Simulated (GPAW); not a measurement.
BaTiO3 (P4mm): refractive index against wavelength

The refractive index of BaTiO3 (P4mm) along x below the direct gap (2.00 eV on the mesh) is read from one computed spectrum, n = √(Re ε). x, y and z are the Cartesian axes of the input cell.

Symmetry: P4mm, No. 99, tetragonal system. Conventional cell: a = 4.000 Å, b = 4.000 Å, c = 4.018 Å, α = 90.00°, β = 90.00°, γ = 90.00°. Ba on site a is surrounded by 12 O at 2.79 to 2.88 Å. Ti on site b has 6 O at 1.89 to 2.13 Å as nearest neighbours. Around O on site c lie 2 Ti at 2.00 Å. Around O on site b lie 2 Ti at 1.89 to 2.13 Å.

Method: GPAW 26.7.0, LDA, RPA, k-mesh 8×8×8, local fields up to 50 eV, Lorentzian half width 0.15 eV.

Launch of the response step: `OMP_NUM_THREADS=1 python df.py`. The run took 3.0 min, its band step included, on 1 thread of Arm Neoverse V1, with other jobs on the host.

```
wavelength (nm)  photon energy E (eV)       n
           3000                 0.413  2.4893
           2000                 0.620  2.4996
           1550                 0.800       ?
           1310                 0.946  2.5261
           1064                 1.165  2.5522
```

In the single-oscillator model n² − 1 = E₀E_d/(E₀² − E²), so 1/(n² − 1) = E₀/E_d − E²/(E₀E_d) is linear in E².

Working, on the rows shown:

| x = E² (eV²) | y = 1/(n² − 1) |
| --- | --- |
| 0.170801 | 0.192433 |
| 0.384302 | 0.190549 |
| 0.895757 | 0.185833 |
| 1.35784 | 0.181366 |

Means: x̄ = 0.70218, ȳ = 0.18755. Σ(x − x̄)(y − ȳ) = -0.007935, Σ(x − x̄)² = 0.8508. Slope = -0.007935 / 0.8508 = -0.009327; intercept = ȳ − slope · x̄ = 0.19409. Turned back into n, the line misses the rows shown by at most 0.00054.

Q: What does the fit predict for the withheld row, and how well does it do?

A: At x = 0.63984 the line gives y = 0.18813, that is 2.5131. The run gave 2.5126, so the interpolation is off by 0.00048, 0.8 % of the range in the table.

Refitted with all rows, the slope is -0.009332 and the intercept 0.19411. These give E₀ = √(intercept/−slope) = 4.56 eV and E_d = E₀/intercept = 23.5 eV; E₀ is 2.3 times the direct gap. The electronic limit at long wavelengths, without lattice vibrations, is n = √(1 + 1/intercept) = 2.480. The cell comes from an older database entry, whose edges can be off by a per cent or so. Excitons are left out; LDA gaps are as a rule too small. The values come from a sum over the points of one k-mesh and carry its error, which grows as the direct gap shrinks. This version of GPAW has incomplete matrix elements in the optical limit, which can lower ε − 1 by up to a tenth where first-row anions or d states rule. Spin-orbit coupling is left out.

[Logs are printed without paths, hosts, clocks, repeated set-up lines and the standing remarks that a program may print on its own settings, such as how far it seeks lower states.]
